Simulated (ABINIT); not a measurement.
## Li3OCl (Pm-3m): a self-consistent loop beyond G0W0, cycle by cycle

Wanted: G0W0 and self-consistent gaps of Li3OCl (Pm-3m), with the cost of the cycles.

Main program and level: ABINIT 10.8.3; PBEsol and many-body steps on it, plane waves.

### 1. The starting structure

It takes space group Pm-3m (No. 221, cubic). Conventional cell: a = 3.908 Å, b = 3.908 Å, c = 3.908 Å, α = 90.00°, β = 90.00°, γ = 90.00°. Li has 2 O at 1.95 Å and 8 Li at 2.76 Å and 4 Cl at 2.76 Å nearest. Nearest to Cl lie 12 Li at 2.76 Å. Nearest to O lie 6 Li at 1.95 Å. Farther neighbours and most contacts between anions are not listed.

As a file:

```cif
data_structure
_symmetry_space_group_name_H-M 'P 1'
_symmetry_Int_Tables_number 1
_cell_length_a 3.9083
_cell_length_b 3.9083
_cell_length_c 3.9083
_cell_angle_alpha 90.000
_cell_angle_beta 90.000
_cell_angle_gamma 90.000
_cell_volume 59.70
loop_
_atom_site_label
_atom_site_type_symbol
_atom_site_fract_x
_atom_site_fract_y
_atom_site_fract_z
_atom_site_occupancy
Li1 Li 0.00000 0.50000 0.50000 1
Li2 Li 0.50000 0.00000 0.50000 1
Li3 Li 0.50000 0.50000 0.00000 1
Cl4 Cl 0.00000 0.00000 0.00000 1
O5 O 0.50000 0.50000 0.50000 1
```

The cell and positions are those that the Materials Project relaxed with its own functionals (PBE, PBE+U or r2SCAN), kept fixed.

### 2. Empty states on the mesh, 4×4×4 mesh, 72 bands

This step: ABINIT 10.8.3; DFT, PBEsol, plane waves, norm-conserving pseudopotentials.

The sums over transitions need many empty states on a uniform mesh; this step solves for them.

run.abi

```
acell 3*1.0 Angstrom
rprim 
  3.908337000000 0.000000000000 0.000000000000
  0.000000000000 3.908337000000 0.000000000000
  0.000000000000 0.000000000000 3.908337000000
ntypat 3
znucl 3 17 8
natom 5
typat 1 1 1 2 3
xred 
  0.000000000000 0.500000000000 0.500000000000
  0.500000000000 0.000000000000 0.500000000000
  0.500000000000 0.500000000000 0.000000000000
  0.000000000000 0.000000000000 0.000000000000
  0.500000000000 0.500000000000 0.500000000000
pp_dirpath "pseudos"
pseudos "Li.upf, Cl.upf, O.upf"
ecut 36
ngkpt 4 4 4
nshiftk 1
shiftk 0 0 0
kptopt 1
chksymbreak 0
iscf -2
irdden 1
istwfk *1
nband 72
nbdbuf 6
tolwfr 1e-09
nstep 60
prtvol 0
indata_prefix "in"
outdata_prefix "out"
tmpdata_prefix "tmp"
```

On the command line:

```console
$ OMP_NUM_THREADS=1 mpirun -n 8 abinit run.abi > log
```

Numbers of over 12 decimals in the logs are rounded to 6 here.

Output:

```text
.Version 10.8.3 of ABINIT. v10.8.2 released Aug 2026.

 Symmetries : space group Pm -3 m (#221); Bravais cP (primitive cubic)
[... echo of the input left out ...]
== DATASET  1 ==================================================================
-   mpi_nproc: 8, omp_nthreads: 1 (-1 if OMP is not activated)
-    --> not optimal distribution: autoparal keyword recommended in input file <--

--- !DatasetInfo
iteration_state: {dtset: 1, }
dimensions: {natom: 5, nkpt: 10, mband: 72, nsppol: 1, nspinor: 1, nspden: 1, mpw: 4224, }
cutoff_energies: {ecut:  36.0, pawecutdg:  -1.0, }
[...]
1.62544    1.64092    1.64976    1.64976    1.64976    1.70556    1.70556    1.70556
   1.75311    1.75311    1.85088    1.85088    1.85089    1.88558    1.95829    1.96077
 prteigrs : prtvol=0 or 1, do not print more k-points.

== END DATASET(S) ==============================================================
================================================================================

 -outvars: echo values of variables after computation  --------
            nband          72
             nkpt          10
          spgroup         221
 [... the other variables as echoed above ...]

 Calculation completed.
```

The job ended after 16 s (8 MPI ranks of Arm Neoverse V1, shared host; peak memory 0.52 GiB).

This step gave:

```yaml
gap: 4.610 eV
k_of_the_valence_top: 0.5, 0.5, 0
k_of_the_conduction_bottom: 0, 0, 0
least_direct_gap: 4.712 eV
k_points_computed: 10
lowest_point_of_the_top_converged_band_above_the_valence_top: 46.42 eV
```

On this mesh the gap is 4.610 eV.

The density comes from a self-consistent run that is not shown.

### 3. Screening, 4×4×4 mesh, 66 bands, screening to 106.1 eV

The RPA dielectric matrix is built and inverted for each q.

This step: RPA screening on PBEsol, plane waves, norm-conserving pseudopotentials.

Changes to run.abi since step 2:

```diff
@@ -23,10 +23,11 @@
 chksymbreak 0
-iscf -2
-irdden 1
 istwfk *1
-nband 72
-nbdbuf 6
-tolwfr 1e-09
-nstep 60
-prtvol 0
+occopt 1
+irdwfk 1
+optdriver 3
+nband 66
+ecuteps 3.9
+inclvkb 2
+awtr 1
+symchi 1
 indata_prefix "in"
```

Output:

```text
.Version 10.8.3 of ABINIT. v10.8.2 released Aug 2026.

 Symmetries : space group Pm -3 m (#221); Bravais cP (primitive cubic)
[... echo of the input left out ...]
== DATASET  1 ==================================================================
-   mpi_nproc: 8, omp_nthreads: 1 (-1 if OMP is not activated)

--- !DatasetInfo
iteration_state: {dtset: 1, }
dimensions: {natom: 5, nkpt: 10, mband: 66, nsppol: 1, nspinor: 1, nspden: 1, mpw: 4224, }
cutoff_energies: {ecut:  36.0, pawecutdg:  -1.0, }
electrons: {nelect:   2.20000000E+01, charge:   0.00000000E+00, occopt:   1.00000000E+00, tsmear:   1.00000000E-02, }

 SCREENING: Calculation of the susceptibility and dielectric matrices

 Based on a program developped by R.W. Godby, V. Olevano, G. Onida, and L. Reining.
 Incorporated in ABINIT by V. Olevano, G.-M. Rignanese, and M. Torrent.
.Using double precision arithmetic ; gwpc =  8

[... cell and pseudopotentials left out ...]
--------------------------------------------------------------------------------

 ==== K-mesh for the wavefunctions ====
 Number of points in the irreducible wedge :    10
[... list of points left out ...]
 Together with 48 symmetry operations and time-reversal symmetry
 yields    64 points in the full Brillouin Zone.

 ==== Q-mesh for the screening function ====
 Number of points in the irreducible wedge :    10
[... list of points left out ...]
 Together with 48 symmetry operations and time-reversal symmetry
 yields    64 points in the full Brillouin Zone.

 setmesh: FFT mesh size selected  =    27x   27x   27
          total number of points  =        19683

 vcoul_init : cutoff-mode = AUXILIARY_FUNCTION
 q-points for optical limit:   1
     1)      0.000010    0.000020    0.000030

- screening: taking advantage of time-reversal symmetry
- Maximum band index for partially occupied states nbvw = 11
- Remaining bands to be divided among processors   nbcw = 55
- Number of bands treated by each node ~6

 Number of electrons calculated from density =   22.0000; Expected =   22.0000
 average of density, n =  0.054607
 r_s =    1.6351
 omega_plasma =   22.5414 [eV]

 calculating chi0 at frequencies [eV] :
  1    0.000000E+00    0.000000E+00
  2    0.000000E+00    2.254139E+01

--------------------------------------------------------------------------------
  q-point number  1        q = ( 0.000000, 0.000000, 0.000000) [r.l.u.]
--------------------------------------------------------------------------------
[... chi0 elements left out ...]
 For q-point:  0.000010 0.000020 0.000030
  dielectric constant =   3.0160
  dielectric constant without local fields =   3.3988

  Average fulfillment of the sum rule on Im[epsilon] for q-point    1 :     53.48  [%]
[... wings left out ...]
  q-point number  2        q = ( 0.250000, 0.000000, 0.000000) [r.l.u.]
--------------------------------------------------------------------------------
[... chi0 elements left out ...]
  Average fulfillment of the sum rule on Im[epsilon] for q-point    2 :     66.55  [%]

 [... 8 further q-points ...]
```

It took 12 s on 8 MPI ranks; peak memory 1.3 GiB; 96 s of CPU time.

This step gave:

```yaml
eps_infinity_with_local_fields_on_this_mesh_along_the_program_s_q_direction: 3.016
the_same_without_local_fields: 3.399
plasma_frequency: 22.54 eV
plane_waves_in_the_screening_matrix: 147
```

Local fields lower ε∞ by 11 %. On a Γ-centred mesh this coarse the value itself is usually too large, while a short band sum pulls it down.

### 4. G0W0

The self-energy is evaluated for the states that the input lists, and the levels follow from it, in one-shot runs by the linearised quasiparticle equation.

This step: G0W0 on PBEsol, plane waves, norm-conserving pseudopotentials.

Changes to run.abi since step 3:

```diff
@@ -26,8 +26,17 @@
 irdwfk 1
-optdriver 3
+optdriver 4
 nband 66
+gwcalctyp 0
+ecutsigx 36
+symsigma 1
+nkptgw 2
+kptgw 
+  0.5000000000 0.5000000000 0.0000000000
+  0.0000000000 0.0000000000 0.0000000000
+bdgw 
+  10 13
+  9 14
 ecuteps 3.9
-inclvkb 2
-awtr 1
-symchi 1
+irdscr 1
+ppmodel 1
 indata_prefix "in"
```

Output:

```text
.Version 10.8.3 of ABINIT. v10.8.2 released Aug 2026.

 Symmetries : space group Pm -3 m (#221); Bravais cP (primitive cubic)
[... echo of the input left out ...]
== DATASET  1 ==================================================================
-   mpi_nproc: 8, omp_nthreads: 1 (-1 if OMP is not activated)

--- !DatasetInfo
iteration_state: {dtset: 1, }
dimensions: {natom: 5, nkpt: 10, mband: 66, nsppol: 1, nspinor: 1, nspden: 1, mpw: 4224, }
cutoff_energies: {ecut:  36.0, pawecutdg:  -1.0, }
electrons: {nelect:   2.20000000E+01, charge:   0.00000000E+00, occopt:   1.00000000E+00, tsmear:   1.00000000E-02, }

 SIGMA: Calculation of the GW corrections

 Based on a program developped by R.W. Godby, V. Olevano, G. Onida, and L. Reining.
 Incorporated in ABINIT by V. Olevano, G.-M. Rignanese, and M. Torrent.
.Using double precision arithmetic ; gwpc =  8

[... cell and pseudopotentials left out ...]
--------------------------------------------------------------------------------

 ==== K-mesh for the wavefunctions ====
 Number of points in the irreducible wedge :    10
[... list of points left out ...]
 Together with 48 symmetry operations and time-reversal symmetry
 yields    64 points in the full Brillouin Zone.

 ==== Q-mesh for screening function ====
 Number of points in the irreducible wedge :    10
[... list of points left out ...]
 Together with 48 symmetry operations and time-reversal symmetry
 yields    64 points in the full Brillouin Zone.

 vcoul_init : cutoff-mode = AUXILIARY_FUNCTION
 q-points for optical limit:   1
     1)      0.000010    0.000020    0.000030
 setmesh: FFT mesh size selected  =    40x   40x   40
          total number of points  =        64000

 Number of electrons calculated from density =   22.0000; Expected =   22.0000
 average of density, n =  0.054607
 r_s =    1.6351
 omega_plasma =   22.5414 [eV]

 === KS Band Gaps ===
  >>>> For spin  1
   Minimum direct gap =   4.7122 [eV], located at k-point      :   0.5000  0.5000  0.0000
   Fundamental gap    =   4.6105 [eV], Top of valence bands at :   0.5000  0.5000  0.0000
                                       Bottom of conduction at :   0.0000  0.0000  0.0000
 SIGMA fundamental parameters:
 PLASMON POLE MODEL  1
 number of plane-waves for SigmaX                 4139
 number of plane-waves for SigmaC and W            147
 number of plane-waves for wavefunctions          4139
 number of bands                                    66
 number of independent spin polarizations            1
 number of spinorial components                      1
 number of k-points in IBZ                          10
 number of q-points in IBZ                          10
 number of symmetry operations                      48
 number of k-points in BZ                           64
 number of q-points in BZ                           64
 number of frequencies for dSigma/dE                 9
 frequency step for dSigma/dE [eV]                0.25
 number of omega for Sigma on real axis              0
 max omega for Sigma on real axis  [eV]           0.00
 zcut for avoiding poles [eV]                     0.10

 EPSILON^-1 parameters (SCR file):
 dimension of the eps^-1 matrix on file            147
 dimension of the eps^-1 matrix used               147
 number of plane-waves for wavefunctions          4139
 number of bands                                    66
 number of q-points in IBZ                          10
 number of frequencies                               2
 number of real frequencies                          1
 number of imag frequencies                          1

 matrix elements of self-energy operator (all in [eV])

 Perturbative Calculation

--- !SelfEnergy_ee
iteration_state: {dtset: 1, }
kpoint     : [   0.500,    0.500,    0.000, ]
spin       : 1
KS_gap     :    4.712
QP_gap     :    6.858
Delta_QP_KS:    2.146
data: !SigmaeeData |
     Band     E0 <VxcDFT>   SigX SigC(E0)      Z dSigC/dE  Sig(E)    E-E0       E
       10   1.281 -18.122 -23.553   4.082   0.780  -0.282 -19.175  -1.053   0.228
       11   1.281 -18.122 -23.553   4.082   0.780  -0.282 -19.175  -1.053   0.228
       12   5.994  -8.285  -3.738  -3.261   0.850  -0.177  -7.192   1.093   7.087
       13   7.931  -9.949  -5.125  -3.288   0.843  -0.186  -8.653   1.296   9.227

--- !SelfEnergy_ee
iteration_state: {dtset: 1, }
kpoint     : [   0.000,    0.000,    0.000, ]
spin       : 1
KS_gap     :    5.114
QP_gap     :    7.287
Delta_QP_KS:    2.173
data: !SigmaeeData |
     Band     E0 <VxcDFT>   SigX SigC(E0)      Z dSigC/dE  Sig(E)    E-E0       E
        9   0.778 -17.306 -22.721   3.969   0.780  -0.282 -18.434  -1.128  -0.350
       10   0.778 -17.306 -22.721   3.969   0.780  -0.282 -18.434  -1.128  -0.350
       11   0.778 -17.306 -22.721   3.969   0.780  -0.282 -18.434  -1.128  -0.350
       12   5.892  -9.939  -5.408  -3.290   0.842  -0.188  -8.894   1.045   6.937
       13   8.154  -8.619  -3.889  -3.334   0.847  -0.181  -7.437   1.183   9.336
       14   8.154  -8.619  -3.889  -3.334   0.847  -0.181  -7.437   1.183   9.336

== END DATASET(S) ==============================================================
================================================================================

 -outvars: echo values of variables after computation  --------
           etotal      0.0000000000E+00
            nband          66
             nkpt          10
          spgroup         221
 [... the other variables as echoed above ...]

 Calculation completed.
```

The job ended after 4.6 s (8 MPI ranks; peak memory 1.1 GiB).

Numbers from this step:

```yaml
g0w0_gap_on_the_points_computed: 6.709 eV
starting_gap_on_the_mesh: 4.610 eV
k_of_the_valence_top: 0.5, 0.5, 0
k_of_the_conduction_bottom: 0, 0, 0
z_at_the_valence_top: 0.78
z_at_the_conduction_bottom: 0.842
least_direct_g0w0_gap_on_the_computed_points: 6.859 eV
```

The gap on the mesh goes from 4.61 eV to 6.71 eV, a correction of +2.10 eV.

### 5. evGW0, cycle 1

This step: evGW0 on PBEsol, plane waves, norm-conserving pseudopotentials.

Changes to run.abi since step 4:

```diff
@@ -28,12 +28,28 @@
 nband 66
-gwcalctyp 0
+gwcalctyp 10
 ecutsigx 36
 symsigma 1
-nkptgw 2
+nkptgw 10
 kptgw 
+  0.0000000000 0.0000000000 0.0000000000
+  0.2500000000 0.0000000000 0.0000000000
+  0.5000000000 0.0000000000 0.0000000000
+  0.2500000000 0.2500000000 0.0000000000
+  0.5000000000 0.2500000000 0.0000000000
   0.5000000000 0.5000000000 0.0000000000
-  0.0000000000 0.0000000000 0.0000000000
+  0.2500000000 0.2500000000 0.2500000000
+  0.5000000000 0.2500000000 0.2500000000
+  0.5000000000 0.5000000000 0.2500000000
+  0.5000000000 0.5000000000 0.5000000000
 bdgw 
-  10 13
-  9 14
+  6 32
+  6 32
+  6 32
+  6 32
+  6 32
+  6 32
+  6 32
+  6 32
+  6 32
+  6 32
 ecuteps 3.9
```

Output:

```text
.Version 10.8.3 of ABINIT. v10.8.2 released Aug 2026.

 Symmetries : space group Pm -3 m (#221); Bravais cP (primitive cubic)
[... echo of the input left out ...]
== DATASET  1 ==================================================================
-   mpi_nproc: 8, omp_nthreads: 1 (-1 if OMP is not activated)

--- !DatasetInfo
iteration_state: {dtset: 1, }
dimensions: {natom: 5, nkpt: 10, mband: 66, nsppol: 1, nspinor: 1, nspden: 1, mpw: 4224, }
cutoff_energies: {ecut:  36.0, pawecutdg:  -1.0, }
electrons: {nelect:   2.20000000E+01, charge:   0.00000000E+00, occopt:   1.00000000E+00, tsmear:   1.00000000E-02, }

 SIGMA: Calculation of the GW corrections

 Based on a program developped by R.W. Godby, V. Olevano, G. Onida, and L. Reining.
 Incorporated in ABINIT by V. Olevano, G.-M. Rignanese, and M. Torrent.
.Using double precision arithmetic ; gwpc =  8

[... cell and pseudopotentials left out ...]
--------------------------------------------------------------------------------

 ==== K-mesh for the wavefunctions ====
 Number of points in the irreducible wedge :    10
[... list of points left out ...]
 Together with 48 symmetry operations and time-reversal symmetry
 yields    64 points in the full Brillouin Zone.

 ==== Q-mesh for screening function ====
 Number of points in the irreducible wedge :    10
[... list of points left out ...]
 Together with 48 symmetry operations and time-reversal symmetry
 yields    64 points in the full Brillouin Zone.

 vcoul_init : cutoff-mode = AUXILIARY_FUNCTION
 q-points for optical limit:   1
     1)      0.000010    0.000020    0.000030
 setmesh: FFT mesh size selected  =    40x   40x   40
          total number of points  =        64000

 Number of electrons calculated from density =   22.0000; Expected =   22.0000
[...]
spin       : 1
KS_gap     :    6.822
QP_gap     :    9.133
Delta_QP_KS:    2.311
data: !SigmaeeData |
     Band     E_DFT   <VxcDFT>   E(N-1)  <Hhartree>   SigX  SigC[E(N-1)]    Z     dSigC/dE  Sig[E(N)]  DeltaE  E(N)_pert E(N)_diago
[...]
--- !SelfEnergy_ee
iteration_state: {dtset: 1, }
kpoint     : [   0.500,    0.500,    0.500, ]
spin       : 1
KS_gap     :    9.296
QP_gap     :   11.778
Delta_QP_KS:    2.482
data: !SigmaeeData |
     Band     E_DFT   <VxcDFT>   E(N-1)  <Hhartree>   SigX  SigC[E(N-1)]    Z     dSigC/dE  Sig[E(N)]  DeltaE  E(N)_pert E(N)_diago
[...]
31    23.386    -8.003    23.386    31.389    -1.896    -5.057     0.739    -0.352    -7.226     0.776    24.163    25.377
       32    23.386    -8.003    23.386    31.389    -1.896    -5.057     0.739    -0.352    -7.226     0.776    24.163    25.377

 New Fermi energy :        1.298165E-01 Ha ,    3.532486E+00 eV

 === QP Band Gaps ===
  >>>> For spin  1
   Minimum direct gap =   7.3480 [eV], located at k-point      :   0.5000  0.5000  0.0000
   Fundamental gap    =   7.2016 [eV], Top of valence bands at :   0.5000  0.5000  0.0000
                                       Bottom of conduction at :   0.0000  0.0000  0.0000

 writing QP data on file : out_QPS

 Convergence of QP corrections
 >>>>> For spin  1 <<<<<
.  kptgw no:  1; Maximum DeltaE = (   1.526   0.008) for band index: 26
.  kptgw no:  2; Maximum DeltaE = (   1.244  -0.004) for band index: 21
.  kptgw no:  3; Maximum DeltaE = (   1.859   0.001) for band index: 19
[...]
.  kptgw no:  9; Maximum DeltaE = (   1.610  -0.021) for band index: 26
.  kptgw no: 10; Maximum DeltaE = (   1.304  -0.000) for band index: 14

== END DATASET(S) ==============================================================
================================================================================

 -outvars: echo values of variables after computation  --------
           etotal      0.0000000000E+00
            nband          66
             nkpt          10
          spgroup         221
 [... the other variables as echoed above ...]

 Calculation completed.
```

Wall time 83 s (8 MPI ranks); peak memory 3.5 GiB; 11 min of CPU time.

Numbers from this step:

| Item | Value |
| --- | --- |
| quasiparticle gap on the mesh | 7.201 eV |
| gap of the density functional on the mesh | 4.610 eV |
| k of the valence top | 0.5, 0.5, 0 |
| k of the conduction bottom | 0, 0, 0 |
| Z at the valence top | 0.78 |
| Z at the conduction bottom | 0.842 |
| least direct quasiparticle gap on the computed points | 7.348 eV |

Against G0W0 in ABINIT (4×4×4 mesh, 66 bands, screening to 106.1 eV, Godby-Needs plasmon pole), the gap moves by +0.492 eV. This first cycle still uses the starting levels; it takes the full correction, at all points of the mesh, and its linearised value is 6.709 eV.

### 6. evGW0, cycle 2

The corrected levels of the last cycle go back in.

Changes to run.abi since step 5:

```diff
@@ -57,2 +57,3 @@
 ppmodel 1
+irdqps 1
 indata_prefix "in"
```

Output:

```text
.Version 10.8.3 of ABINIT. v10.8.2 released Aug 2026.

 Symmetries : space group Pm -3 m (#221); Bravais cP (primitive cubic)
[... echo of the input left out ...]
== DATASET  1 ==================================================================
-   mpi_nproc: 8, omp_nthreads: 1 (-1 if OMP is not activated)

--- !DatasetInfo
iteration_state: {dtset: 1, }
dimensions: {natom: 5, nkpt: 10, mband: 66, nsppol: 1, nspinor: 1, nspden: 1, mpw: 4224, }
cutoff_energies: {ecut:  36.0, pawecutdg:  -1.0, }
[...]
.  kptgw no:  3; Maximum DeltaE = (   0.004   0.024) for band index: 23
[...]
.  kptgw no:  9; Maximum DeltaE = (  -0.104  -0.015) for band index: 26
.  kptgw no: 10; Maximum DeltaE = (  -0.058  -0.010) for band index: 25

== END DATASET(S) ==============================================================
================================================================================

 -outvars: echo values of variables after computation  --------
           etotal      0.0000000000E+00
            nband          66
             nkpt          10
          spgroup         221
 [... the other variables as echoed above ...]

 Calculation completed.
```

Run time: 83 s. Hardware: 8 MPI ranks; peak memory 3.5 GiB; 11 min of CPU time.

Numbers from this step:

- quasiparticle gap on the mesh: 7.103 eV
- gap of the density functional on the mesh: 4.610 eV
- k of the valence top: 0.5, 0.5, 0
- k of the conduction bottom: 0, 0, 0
- least direct quasiparticle gap on the computed points: 7.244 eV

Against the cycle before, the gap moves by −0.098 eV.

(Part 1 of 3 ends here.)

[Paths, hosts, dates, memory and timing lines, banners, echoed tables and standing remarks are left out of the program output.]

[Logs are printed without paths, hosts, clocks, repeated set-up lines and the standing remarks that a program may print on its own settings, such as how far it seeks lower states.]

[Runs of the session that timed out or met a known fault of the program may be left out.]

[Hosts, paths, dates, database ids (printed as entryN), source tags and the programs' standing remarks are cut or masked in the printed files.]

[G0W0 gaps are taken among the corrected bands and points alone; a level outside them can change the order at an edge.]

[Where Ansatz stands beside ABINIT at settings called matched, ABINIT's density can come from a denser mesh and the files from another edition; pairs whose starting gaps differed by over 0.03 eV were left out, so agreement reads better than it is.]
